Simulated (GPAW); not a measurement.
# Core-hole calculation of the C K edge in SiC (Moissanite 3C, F-43m), part 2 of 3

How does the C K edge of SiC (Moissanite 3C, F-43m) move when the bonds are compressed or stretched?

GPAW 26.7.0; X-ray absorption from dipole matrix elements to empty bands, plane-wave PAW PBE.

So far. Step 2 (The field without a hole): The mesh shows a gap of 1.34 eV, so the hole is first treated in a charged cell, without the excited electron.

## Step 4: Spectrum with FCH, C atom 2

The holes are 6.2 Å apart. In GPAW the data set carries the hole's charge, so charge=0 means a charged cell and charge=-1 a neutral one. The excited electron is left out and a uniform background balances the charge. After the field has converged, empty bands are computed with the density fixed and the dipole matrix elements are summed.

The absorber has 4 Si at 1.89 Å (tetrahedral, site symmetry -43m).

xas.py

```python
import numpy as np
from ase import Atoms
from ase.parallel import parprint, paropen
from gpaw import GPAW, PW, FermiDirac, Mixer, MixerDif, setup_paths
from gpaw.test import gen
setup_paths.insert(0, '.')
gen('C', name='fch1s', xcname='PBE', corehole=(1, 0, 1), write_xml=True)
from gpaw.mpi import world
world.barrier()

atoms = Atoms('Si8C8',
    cell=[[0, 4.358, 4.358],
     [4.358, 0, 4.358],
     [4.358, 4.358, 0]],
    scaled_positions=[[0, 0, 0],
     [0, 0, 0.5],
     [0, 0.5, 0],
     [0.5, 0, 0],
     [0, 0.5, 0.5],
     [0.5, 0, 0.5],
     [0.5, 0.5, 0],
     [0.5, 0.5, 0.5],
     [0.375, 0.375, 0.375],
     [0.375, 0.375, 0.875],
     [0.375, 0.875, 0.375],
     [0.875, 0.375, 0.375],
     [0.375, 0.875, 0.875],
     [0.875, 0.375, 0.875],
     [0.875, 0.875, 0.375],
     [0.875, 0.875, 0.875]],
    pbc=True)
atoms.calc = calc = GPAW(legacy_gpaw=True, mode=PW(430, force_complex_dtype=True), xc='PBE', setups={8: 'fch1s'},
    kpts={'size': (4, 4, 4), 'gamma': True}, occupations=FermiDirac(0.02),
    charge=0, mixer=Mixer(0.1, 5, 50), maxiter=150,
    convergence={'density': 0.0001, 'eigenstates': 1e-6}, txt='scf.txt')
energy = atoms.get_potential_energy() + calc.get_reference_energy()
ef = calc.get_fermi_level()
out = dict(energy=energy, fermi=ef, forces=atoms.get_forces().tolist())
parprint(f'all-electron energy {energy:.4f} eV, Fermi level {ef:.4f} eV')
ev = np.array([[calc.get_eigenvalues(k, s) for k in range(len(calc.get_ibz_k_points()))] for s in range(calc.get_number_of_spins())])
out['homo'], out['lumo'], out['counts'] = ev[ev < ef].max(), ev[ev > ef].min(), sorted(set((ev < ef).sum((0, 2)).tolist()))
out['filled'] = (ev[:, 0] < ef).sum(1).tolist()

from ase.units import Ha
from gpaw.xas import dipole_matrix_elements
nb = int(calc.get_number_of_electrons() / 2) + 101
top, nb = nb, nb + 8 + nb // 12
nscf = calc.fixed_density(kpts={'size': (5, 5, 5), 'gamma': True}, nbands=nb,
    convergence={'bands': top, 'eigenstates': 5e-3}, maxiter=60, txt='nscf.txt')
cell = atoms.cell.array
ops = [cell.T @ U.T @ np.linalg.inv(cell.T) for U in nscf.wfs.kd.symmetry.op_scc]
filled = [32]  # bands filled in the ground state, by spin
E = np.arange(-6, 34, 0.1)
fwhm = np.interp(E, [4, 25], [0.9, 3.5])
Y, X, zero, highest = 0, 0, 1e9, 1e9
for spin in range(nscf.get_number_of_spins()):
    wfs = nscf.wfs
    mine = wfs.bd.get_slice()  # this rank's bands
    A = dipole_matrix_elements(wfs.setups[8])
    eps = np.zeros((wfs.kd.nibzkpts, nb))
    d = np.zeros((3, A.shape[1], wfs.kd.nibzkpts, nb), complex)
    for kpt in wfs.kpt_u:
        if kpt.s == spin and 8 in kpt.P_ani:
            eps[kpt.k, mine] = kpt.eps_n * Ha
            d[:, :, kpt.k, mine] = (kpt.weight * wfs.nspins / 2) ** 0.5 * np.inner(A, kpt.P_ani[8])
    world.sum(eps)
    world.sum(d)
    T = np.einsum('amkn,bmkn->abkn', d, d.conj()).real
    T = sum(np.einsum('ai,ijkn,bj->abkn', R, T, R) for R in ops) / len(ops)
    empty = np.ones_like(eps, bool) & (np.arange(nb) >= filled[spin])
    zero, highest = min(zero, eps[empty].min()), min(highest, eps[:, top - 1].min())
    lines = [(eps, T, empty)] if spin == 0 else lines + [(eps, T, empty)]
for eps, T, empty in lines:
    f = np.einsum('aakn->akn', T).reshape(3, -1)
    x = eps.ravel() - zero
    w = np.interp(x, E, fwhm) / 2.35482
    g = np.exp(-0.5 * ((E[:, None] - x) / w) ** 2) / (w * (2 * np.pi) ** 0.5)
    Y = Y + (f * empty.ravel()) @ g.T
    X = X + (f * ~empty.ravel()) @ g.T
out.update(E=E.round(2).tolist(), xas=Y.tolist(), xes=X.tolist(), zero=zero, valid=highest - zero, nk=len(eps), nb=nb)
for i in range(0, len(E), 10):
    parprint(f'{E[i]:7.2f}', *(f'{v:10.3e}' for v in Y[:, i]))
import json
with paropen('out.json', 'w') as f:
    json.dump(out, f)
```

Command:

```console
OMP_NUM_THREADS=1 mpirun -n 4 gpaw python xas.py
```

Numbers of over 12 decimals in the logs are rounded to 6 here.

Output:

```text
Input parameters:
  convergence: {density: 0.0001,
                eigenstates: 1e-06}
  kpts: {gamma: True,
         size: (4, 4, 4)}
  maxiter: 150
  mixer: {backend: pulay,
          beta: 0.1,
          method: separate,
          nmaxold: 5,
          weight: 50}
  mode: {ecut: 430.0,
         force_complex_dtype: True,
         name: pw}
  occupations: {fixmagmom: False,
                name: fermi-dirac,
                width: 0.02}
  setups: {8: fch1s}
  xc: PBE

Initialize ...

[... PAW data sets ...]

Reference energy: -71007.407044  # eV

Spin-paired calculation

[... convergence settings ...]
Symmetries present (total): 6
  [... symmetry matrices ...]

64 k-points: 4 x 4 x 4 Monkhorst-Pack grid + [1/8,1/8,1/8]
13 k-points in the irreducible part of the Brillouin zone
       k-points in crystal coordinates                weights
   0:     0.00000000    0.00000000    0.00000000          1/64
   1:     0.25000000    0.00000000   -0.25000000          6/64
   2:     0.25000000    0.00000000    0.00000000          6/64
   3:     0.25000000    0.25000000   -0.25000000          6/64
   4:     0.25000000    0.25000000    0.00000000          6/64
   5:     0.25000000    0.25000000    0.25000000          2/64
   6:     0.50000000    0.00000000    0.00000000          3/64
   7:     0.50000000    0.25000000   -0.25000000          6/64
   8:     0.50000000    0.25000000    0.00000000         12/64
   9:     0.50000000    0.25000000    0.25000000          6/64
          ...
  12:     0.50000000    0.50000000    0.50000000          1/64

Wave functions: Plane wave expansion
  Cutoff energy: 430.000 eV
  Number of coefficients (min, max): 3316, 3383
  Pulay-stress correction: 0.000000 eV/Ang^3 (de/decut=0.000000)
  Using FFTW library
  Wavefunction extrapolation:
    Improved wavefunction reuse through dual PAW basis

Occupation numbers: Fermi-Dirac:
  width: 0.0200  # eV

Eigensolver
   Davidson(niter=2)

Densities:
  Coarse grid: 30*30*30 grid
  Fine grid: 60*60*60 grid
  Total Charge: 1.000000

Density mixing:
  Method: separate
  Backend: pulay
  Linear mixing parameter: 0.1
  old densities: 5
  Width of damping distribution: 1.1
  Damping of long wavelength oscillations: 50

[... Hamiltonian set-up ...]
Number of atoms: 16
Number of atomic orbitals: 64
Number of bands in calculation: 43
Number of valence electrons: 64
Bands to converge: occupied

... initialized

Initializing position-dependent things.

Density initialized from atomic densities
Creating initial wave functions:
  43 bands from LCAO basis set

                               C
                        C
                         C

                   C         C
                       C
                     Si C
              Si C
               Si
         Si        Si

             Si
              Si
       Si

Atomic positions and initial magnetic moments

Positions:
   0 Si     0.000000    0.000000    0.000000    ( 0.0000,  0.0000,  0.0000)
   1 Si     2.179000    2.179000    0.000000    ( 0.0000,  0.0000,  0.0000)
   2 Si     2.179000    0.000000    2.179000    ( 0.0000,  0.0000,  0.0000)
   3 Si     0.000000    2.179000    2.179000    ( 0.0000,  0.0000,  0.0000)
   4 Si     4.358000    2.179000    2.179000    ( 0.0000,  0.0000,  0.0000)
   5 Si     2.179000    4.358000    2.179000    ( 0.0000,  0.0000,  0.0000)
   6 Si     2.179000    2.179000    4.358000    ( 0.0000,  0.0000,  0.0000)
[...]
13 C      5.447500    7.626500    5.447500    ( 0.0000,  0.0000,  0.0000)
  14 C      5.447500    5.447500    7.626500    ( 0.0000,  0.0000,  0.0000)
  15 C      7.626500    7.626500    7.626500    ( 0.0000,  0.0000,  0.0000)

Unit cell:
           periodic     x           y           z      points  spacing
  1. axis:    yes    0.000000    4.358000    4.358000    30     0.1677
  2. axis:    yes    4.358000    0.000000    4.358000    30     0.1677
  3. axis:    yes    4.358000    4.358000    0.000000    30     0.1677

  Lengths:   6.163143   6.163143   6.163143
  Angles:   60.000000  60.000000  60.000000

Effective grid spacing dv^(1/3) = 0.1830

iter:   1  -162.467874
iter:   2  -154.374455   -1.44  -0.56
iter:   3  -144.366293   -0.56  -0.65
iter:   4  -144.554327   -1.58  -1.09
iter:   5  -144.483504   -2.14  -1.21
iter:   6  -144.552272   -1.63  -1.47
iter:   7  -144.301470   -2.09  -1.58
iter:   8  -144.299545   -3.57  -2.31
iter:   9  -144.295062c  -3.99  -2.37
iter:  10  -144.294537c  -4.55  -2.78
iter:  11  -144.294462c  -5.19  -3.04
iter:  12  -144.294473c  -5.03  -3.15
iter:  13  -144.294365c  -5.64  -3.23
iter:  14  -144.294367c  -6.13c -3.44
iter:  15  -144.294363c  -6.96c -3.48
iter:  16  -144.294362c  -7.06c -3.58
iter:  17  -144.294359c  -7.19c -3.69
iter:  18  -144.294357c  -7.54c -3.86
iter:  19  -144.294356c  -7.22c -3.98
iter:  20  -144.294356c  -8.33c -4.37c

Converged after 20 iterations.

Dipole moment: (10.275388, 10.275388, 10.275388) |e|*Ang

Energy contributions relative to reference atoms: (reference = -71007.407044)

Kinetic:        +95.534380
Potential:     -102.904043
External:        +0.000000
XC:            -136.750789
Entropy (-ST):   -0.000000
Local:           -0.173905
SIC:             +0.000000
--------------------------
Free energy:   -144.294356
Extrapolated:  -144.294356

Showing only first 2 kpts
 Kpt  Band  Eigenvalues  Occupancy
  0    30      8.29300    2.00000
  0    31      8.29307    2.00000
  0    32      9.41369    0.00000
  0    33      9.65666    0.00000

  1    30      6.98464    2.00000
  1    31      8.06535    2.00000
  1    32     11.21609    0.00000
[...]
Fermi level: 8.86087

Gap: 1.121 eV
Transition (v -> c):
  (s=0, k=0, n=31, [0.00, 0.00, 0.00]) -> (s=0, k=0, n=32, [0.00, 0.00, 0.00])
No difference between direct/indirect transitions

Forces in eV/Ang:
  0 Si   -0.24619   -0.24619   -0.24619
  1 Si    0.24621    0.24621   -0.24616
  2 Si    0.24621   -0.24616    0.24621
  3 Si   -0.24616    0.24621    0.24621
  4 Si    0.73977   -0.73974   -0.73974
  5 Si   -0.73974    0.73977   -0.73974
  6 Si   -0.73974   -0.73974    0.73977
[...]
13 C    -0.00008    0.24055   -0.00008
 14 C    -0.00008   -0.00008    0.24055
 15 C    -0.00009   -0.00009   -0.00009
Scalar-relativistic atomic PBE calculation for C (Carbon, Z=6)
Core hole in 1s state (1s occupation: 1.0)
300 radial gridpoints.
|------------------------------------------------|
|------------------------------------------------|
[... the atom generator's iteration count ...]

Energy contributions:
-------------------------
Kinetic:      +26.485384
XC:            -3.485579
Potential:    -49.578981
-------------------------
Total:        -26.579177

state      eigenvalue         ekin         rmax
-----------------------------------------------
1s^1.0 :   -12.360196    17.354082        0.168
2s^2.0 :    -1.099219     2.380344        1.061
2p^2.0 :    -0.784094     2.185307        0.924
-----------------------------------------------
(units: Bohr and Hartree)

Generating PAW setup
Kinetic energy of the core from tauc = 17.362309
Cutoffs:
rc(s)=1.200
rc(p)=1.200
rc(d)=1.200
rc(vbar)=1.080
rc(comp)=1.200
rc(nct)=1.200

Kinetic energy of the core states: 17.354082
Charge: 1.0
Core electrons: 1.0
Valence electrons: 4.0
Pseudo-core charge: 0.009353
Shape function alpha=6.944
Pseudo-electron charge 3.959458
state    eigenvalue         norm
--------------------------------
2s(2) :    -1.099219     1.082315
*s    :    -0.099219
2p(2) :    -0.784094     0.892738
*p    :     0.215906
*d    :     0.000000
--------------------------------

Diagonalizing with gridspacing h=0.050

state   all-electron     PAW
-------------------------------
2s:      -1.099219    -1.100079
2p:      -0.784094    -0.785584
*d:                   -0.070724
*f:                   -0.014625
-------------------------------
all-electron energy -71151.7014 eV, Fermi level 8.8609 eV
[...]
31.00  1.765e-04  1.765e-04  1.765e-04
  32.00  1.583e-04  1.583e-04  1.583e-04
  33.00  1.273e-04  1.273e-04  1.273e-04
```

Run time: 61 s. Hardware: 4 MPI ranks of Arm Neoverse V2, shared host; peak memory 0.33 GiB.

The C K spectrum, C atom 2, full core hole (charged cell) (energy from the lowest empty level; intensity scaled to a mean of 1 over the first 20 eV):

| E (eV) | intensity |
| --- | --- |
| -2.0 | 0.00 |
| -1.4 | 0.00 |
| -0.8 | 0.00 |
| -0.2 | 0.00 |
| 0.4 | 0.03 |
| 1.0 | 0.10 |
| 1.6 | 0.29 |
| 2.2 | 0.60 |
| 2.8 | 1.12 |
| 3.4 | 1.25 |
| 4.0 | 1.13 |
| 4.6 | 1.02 |
| 5.2 | 1.32 |
| 5.8 | 1.94 |
| 6.4 | 1.94 |
| 7.0 | 1.83 |
| 7.6 | 1.98 |
| 8.2 | 2.21 |
| 8.8 | 2.09 |
| 9.4 | 1.60 |
| 10.0 | 1.19 |
| 10.6 | 1.12 |
| 11.2 | 1.28 |
| 11.8 | 1.24 |
| 12.4 | 0.88 |
| 13.0 | 0.49 |
| 13.6 | 0.29 |
| 14.2 | 0.26 |
| 14.8 | 0.31 |
| 15.4 | 0.36 |
| 16.0 | 0.38 |
| 16.6 | 0.43 |
| 17.2 | 0.53 |
| 17.8 | 0.72 |
| 18.4 | 0.94 |
| 19.0 | 1.10 |
| 19.6 | 1.13 |
| 20.2 | 1.04 |
| 20.8 | 0.90 |
| 21.4 | 0.80 |
| 22.0 | 0.75 |
| 22.6 | 0.73 |
| 23.2 | 0.71 |
| 23.8 | 0.68 |
| 24.4 | 0.63 |
| 25.0 | 0.58 |
| 25.6 | 0.55 |
| 26.2 | 0.54 |
| 26.8 | 0.55 |

Main maxima below 24 eV (height): 3.2 eV (1.27), 6.1 eV (1.99), 8.4 eV (2.23), 11.4 eV (1.31) and 19.4 eV (1.13). A K edge sees empty p states on the absorber.

The hole costs E(hole) − E(ground) = 279.51 eV, and the lowest empty level of the hole cell on the spectrum's mesh lies at 9.41 eV, which puts the zero at 288.92 eV. One term is added: -6.71 eV, since the hole is spin-paired here and a spin-polarised one costs that much less in the free atom (computed apart). The photon energy is then 282.21 eV. The functional and the charged cell's background leave an error of a few eV in such absolute values.

## Step 5: Supercell without a hole, the energy reference

The cell changes for the next run, so it gets a reference energy of its own.

The cell differs from the one that the last finished run ended in (a 6.163 → 6.037 Å, b 6.163 → 6.037 Å, c 6.163 → 6.037 Å).

scf.py

```python
import numpy as np
from ase import Atoms
from ase.parallel import parprint, paropen
from gpaw import GPAW, PW, FermiDirac, Mixer, MixerDif, setup_paths
from gpaw.test import gen
setup_paths.insert(0, '.')
gen('C', name='nch1s', xcname='PBE', corehole=(1, 0, 0), write_xml=True)
from gpaw.mpi import world
world.barrier()

atoms = Atoms('Si8C8',
    cell=[[0, 4.26903626, 4.26903626],
     [4.26903626, 0, 4.26903626],
     [4.26903626, 4.26903626, 0]],
    scaled_positions=[[0, 0, 0],
     [0, 0, 0.5],
     [0, 0.5, 0],
     [0.5, 0, 0],
     [0, 0.5, 0.5],
     [0.5, 0, 0.5],
     [0.5, 0.5, 0],
     [0.5, 0.5, 0.5],
     [0.375, 0.375, 0.375],
     [0.375, 0.375, 0.875],
     [0.375, 0.875, 0.375],
     [0.875, 0.375, 0.375],
     [0.375, 0.875, 0.875],
     [0.875, 0.375, 0.875],
     [0.875, 0.875, 0.375],
     [0.875, 0.875, 0.875]],
    pbc=True)
atoms.calc = calc = GPAW(legacy_gpaw=True, mode=PW(430, force_complex_dtype=True), xc='PBE', setups={8: 'nch1s'},
    kpts={'size': (4, 4, 4), 'gamma': True}, occupations=FermiDirac(0.02),
    charge=0, mixer=Mixer(0.1, 5, 50), maxiter=150,
    convergence={'density': 0.0001, 'eigenstates': 1e-6}, txt='scf.txt')
energy = atoms.get_potential_energy() + calc.get_reference_energy()
ef = calc.get_fermi_level()
out = dict(energy=energy, fermi=ef, forces=atoms.get_forces().tolist())
parprint(f'all-electron energy {energy:.4f} eV, Fermi level {ef:.4f} eV')
ev = np.array([[calc.get_eigenvalues(k, s) for k in range(len(calc.get_ibz_k_points()))] for s in range(calc.get_number_of_spins())])
out['homo'], out['lumo'], out['counts'] = ev[ev < ef].max(), ev[ev > ef].min(), sorted(set((ev < ef).sum((0, 2)).tolist()))
out['filled'] = (ev[:, 0] < ef).sum(1).tolist()
import json
with paropen('out.json', 'w') as f:
    json.dump(out, f)
```

Command:

```console
OMP_NUM_THREADS=1 mpirun -n 4 gpaw python scf.py
```

Output:

```text
Input parameters:
  convergence: {density: 0.0001,
                eigenstates: 1e-06}
  kpts: {gamma: True,
         size: (4, 4, 4)}
  maxiter: 150
  mixer: {backend: pulay,
          beta: 0.1,
          method: separate,
          nmaxold: 5,
          weight: 50}
  mode: {ecut: 430.0,
         force_complex_dtype: True,
         name: pw}
  occupations: {fixmagmom: False,
                name: fermi-dirac,
[...]
--------------------------------
2s(2) :    -0.505334     1.046026
*s    :     0.494666
2p(2) :    -0.194204     0.955972
*p    :     0.805796
*d    :     0.000000
--------------------------------

Diagonalizing with gridspacing h=0.050

state   all-electron     PAW
-------------------------------
2s:      -0.505334    -0.505970
2p:      -0.194204    -0.194948
*d:                    0.044948
*f:                    0.074429
-------------------------------
all-electron energy -71430.4339 eV, Fermi level 9.6018 eV
[key lines of the parts left out:]
Converged after 15 iterations.
Dipole moment: (10.762859, 10.762859, 10.762859) |e|*Ang
Free energy:   -118.654859
Fermi level: 9.60183
```

Elapsed: 19 s, on 4 MPI ranks; peak memory 0.25 GiB.

Reference energy: -71430.434 eV with the cores included.

## Step 6: Spectrum with FCH, C atom 2

Shorter bonds are expected to push antibonding states and scattering resonances up, and longer ones down; the cell is scaled to test that.

Changed against the first core-hole run: volume scale from 1 to 0.94.

Edit xas.py of step 4 so:

```diff
@@ -11,5 +11,5 @@
 atoms = Atoms('Si8C8',
-    cell=[[0, 4.358, 4.358],
-     [4.358, 0, 4.358],
-     [4.358, 4.358, 0]],
+    cell=[[0, 4.26903626, 4.26903626],
+     [4.26903626, 0, 4.26903626],
+     [4.26903626, 4.26903626, 0]],
     scaled_positions=[[0, 0, 0],
@@ -45,3 +45,3 @@
 from gpaw.xas import dipole_matrix_elements
-nb = int(calc.get_number_of_electrons() / 2) + 101
+nb = int(calc.get_number_of_electrons() / 2) + 95
 top, nb = nb, nb + 8 + nb // 12
```

Command:

```console
OMP_NUM_THREADS=1 mpirun -n 4 gpaw python xas.py
```

Output:

```text
Input parameters:
  convergence: {density: 0.0001,
                eigenstates: 1e-06}
  kpts: {gamma: True,
         size: (4, 4, 4)}
  maxiter: 150
  mixer: {backend: pulay,
          beta: 0.1,
          method: separate,
          nmaxold: 5,
          weight: 50}
  mode: {ecut: 430.0,
         force_complex_dtype: True,
         name: pw}
  occupations: {fixmagmom: False,
                name: fermi-dirac,
[...]
*p    :     0.215906
*d    :     0.000000
--------------------------------

Diagonalizing with gridspacing h=0.050

state   all-electron     PAW
-------------------------------
2s:      -1.099219    -1.100079
2p:      -0.784094    -0.785584
*d:                   -0.070724
*f:                   -0.014625
-------------------------------
all-electron energy -71151.8812 eV, Fermi level 9.5818 eV
[...]
32.00  1.711e-04  1.711e-04  1.711e-04
  33.00  1.547e-04  1.547e-04  1.547e-04
[key lines of the parts left out:]
Converged after 15 iterations.
Dipole moment: (10.480935, 10.480935, 10.480935) |e|*Ang
Free energy:   -144.474159
Fermi level: 9.58180
```

Elapsed: 54 s, on 4 MPI ranks; peak memory 0.32 GiB.

| E (eV) | first run | this run |
| --- | --- | --- |
| -2.0 | 0.00 | 0.00 |
| -1.0 | 0.00 | 0.00 |
| 0.0 | 0.01 | 0.01 |
| 1.0 | 0.10 | 0.08 |
| 2.0 | 0.48 | 0.37 |
| 3.0 | 1.24 | 1.10 |
| 4.0 | 1.13 | 1.06 |
| 5.0 | 1.11 | 0.88 |
| 6.0 | 1.99 | 1.56 |
| 7.0 | 1.83 | 1.86 |
| 8.0 | 2.15 | 2.05 |
| 9.0 | 1.95 | 2.36 |
| 10.0 | 1.19 | 1.75 |
| 11.0 | 1.23 | 1.18 |
| 12.0 | 1.14 | 1.38 |
| 13.0 | 0.49 | 1.03 |
| 14.0 | 0.26 | 0.45 |
| 15.0 | 0.33 | 0.31 |
| 16.0 | 0.38 | 0.37 |
| 17.0 | 0.49 | 0.39 |
| 18.0 | 0.79 | 0.48 |
| 19.0 | 1.10 | 0.79 |
| 20.0 | 1.08 | 1.14 |
| 21.0 | 0.86 | 1.18 |
| 22.0 | 0.75 | 0.96 |
| 23.0 | 0.72 | 0.79 |
| 24.0 | 0.66 | 0.74 |
| 25.0 | 0.58 | 0.70 |
| 26.0 | 0.54 | 0.63 |
| 27.0 | 0.56 | 0.58 |

Against the first run the r.m.s. difference is 23 %. A shift of +0.6 eV leaves 11 %. The highest intensity below 16 eV goes from 8.4 eV (2.23) to 9.0 eV (2.36).

The photon energy of the zero moves by -0.28 eV.

## Step 7: Supercell without a hole, the energy reference

The cell changes for the next run, so it gets a reference energy of its own.

The cell differs from the one that the last finished run ended in (a 6.037 → 6.101 Å, b 6.037 → 6.101 Å, c 6.037 → 6.101 Å).

Edit scf.py of step 5 so:

```diff
@@ -11,5 +11,5 @@
 atoms = Atoms('Si8C8',
-    cell=[[0, 4.26903626, 4.26903626],
-     [4.26903626, 0, 4.26903626],
-     [4.26903626, 4.26903626, 0]],
+    cell=[[0, 4.31397679, 4.31397679],
+     [4.31397679, 0, 4.31397679],
+     [4.31397679, 4.31397679, 0]],
     scaled_positions=[[0, 0, 0],
```

Command:

```console
OMP_NUM_THREADS=1 mpirun -n 4 gpaw python scf.py
```

Output:

```text
Input parameters:
  convergence: {density: 0.0001,
                eigenstates: 1e-06}
  kpts: {gamma: True,
         size: (4, 4, 4)}
  maxiter: 150
  mixer: {backend: pulay,
          beta: 0.1,
          method: separate,
          nmaxold: 5,
          weight: 50}
  mode: {ecut: 430.0,
         force_complex_dtype: True,
         name: pw}
  occupations: {fixmagmom: False,
                name: fermi-dirac,
[...]
--------------------------------
2s(2) :    -0.505334     1.046026
*s    :     0.494666
2p(2) :    -0.194204     0.955972
*p    :     0.805796
*d    :     0.000000
--------------------------------

Diagonalizing with gridspacing h=0.050

state   all-electron     PAW
-------------------------------
2s:      -0.505334    -0.505970
2p:      -0.194204    -0.194948
*d:                    0.044948
*f:                    0.074429
-------------------------------
all-electron energy -71430.9507 eV, Fermi level 9.2549 eV
[key lines of the parts left out:]
Converged after 15 iterations.
Dipole moment: (10.663136, 10.663136, 10.663136) |e|*Ang
Free energy:   -119.171713
Fermi level: 9.25489
```

Run time: 19 s. Hardware: 4 MPI ranks; peak memory 0.25 GiB; 73 s of CPU time.

Reference energy: -71430.951 eV with the cores included.

(Part 2 of 3 ends here.)

[Banner, clock and machine lines of the logs are left out without a mark of their own.]

[Logs are printed without paths, hosts, clocks, repeated set-up lines and the standing remarks that a program may print on its own settings, such as how far it seeks lower states.]

[Hosts, paths, dates, database ids (printed as entryN), source tags and the programs' standing remarks are cut or masked in the printed files.]

[Lists of maxima count a maximum above −3 eV only where it reaches 4 % of the highest in the window and stands out from its surroundings by 2 % of it (1.5 % where it reaches 55 %); shoulders and weaker maxima are passed over, and of the rest the first, up to two pre-edge ones and the few strongest are named.]
